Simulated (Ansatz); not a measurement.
**Mo (Im-3m): the Drude term of Re ε in the infrared**

Re ε of Mo (Im-3m) at low photon energies is read from one computed spectrum; the carriers' damping was typed as γ = 0.05 eV.

It takes space group Im-3m (No. 229, cubic). Conventional cell: a = 3.147 Å, b = 3.147 Å, c = 3.147 Å, α = 90.00°, β = 90.00°, γ = 90.00°. Mo on site a is surrounded by 8 Mo at 2.73 Å.

Method: Ansatz 0.2.0, PBE, independent particles, k-mesh 20×20×20 with interpolation inside its cells, Gaussian parameter 0.1 eV.

Launch of the response step: `ansatz run input.yaml --threads 4 --pin off --max-ram 8192MiB --backend cpu --events-out ev --progress --plain --runs-dir out`. The run took 12 s, on 4 threads of Intel(R) Xeon(R) Platinum 8488C (Sapphire Rapids), on a shared host.

| photon energy E (eV) | wavelength (µm) | Re ε |
| --- | --- | --- |
| 0.25 | 4.96 | -1119.3 |
| 0.30 | 4.13 | -773.2 |
| 0.35 | 3.54 | -560.6 |
| 0.40 | 3.10 | -421.0 |
| 0.50 | 2.48 | -254.9 |
| 0.60 | 2.07 | -163.4 |
| 0.70 | 1.77 | ? |

A Drude term over a constant background gives Re ε = ε_b − ωp²/(E² + γ²), linear in 1/(E² + γ²).

Working, on the rows shown:

| x = 1/(E² + γ²) (eV⁻²) | y = Re ε |
| --- | --- |
| 15.3846 | -1119.3 |
| 10.8108 | -773.2 |
| 8 | -560.6 |
| 6.15385 | -421 |
| 3.9604 | -254.9 |
| 2.75862 | -163.4 |

Means: x̄ = 7.8447, ȳ = -548.73. Σ(x − x̄)(y − ȳ) = -8287, Σ(x − x̄)² = 109.5. Slope = -8287 / 109.5 = -75.69; intercept = ȳ − slope · x̄ = 45.013. The line misses the rows shown by at most 0.38.

Problem. What does the fit predict for the withheld row, and how well does it do?

Solution. At x = 2.0305 the line gives y = -108.67. The run gave -108.8, so the extrapolation is off by 0.13, 0.0 % of the range in the table.

Refitted with all rows, the slope is -75.68 and the intercept 44.961. These give ωp = √(−slope) = 8.70 eV, against 8.69 eV from the program's Fermi-surface sum, and a background ε_b = 45.0 from interband transitions. The values come from a sum over the points of one k-mesh and carry its error, which is largest for Fermi-surface quantities. Spin-orbit coupling is left out.
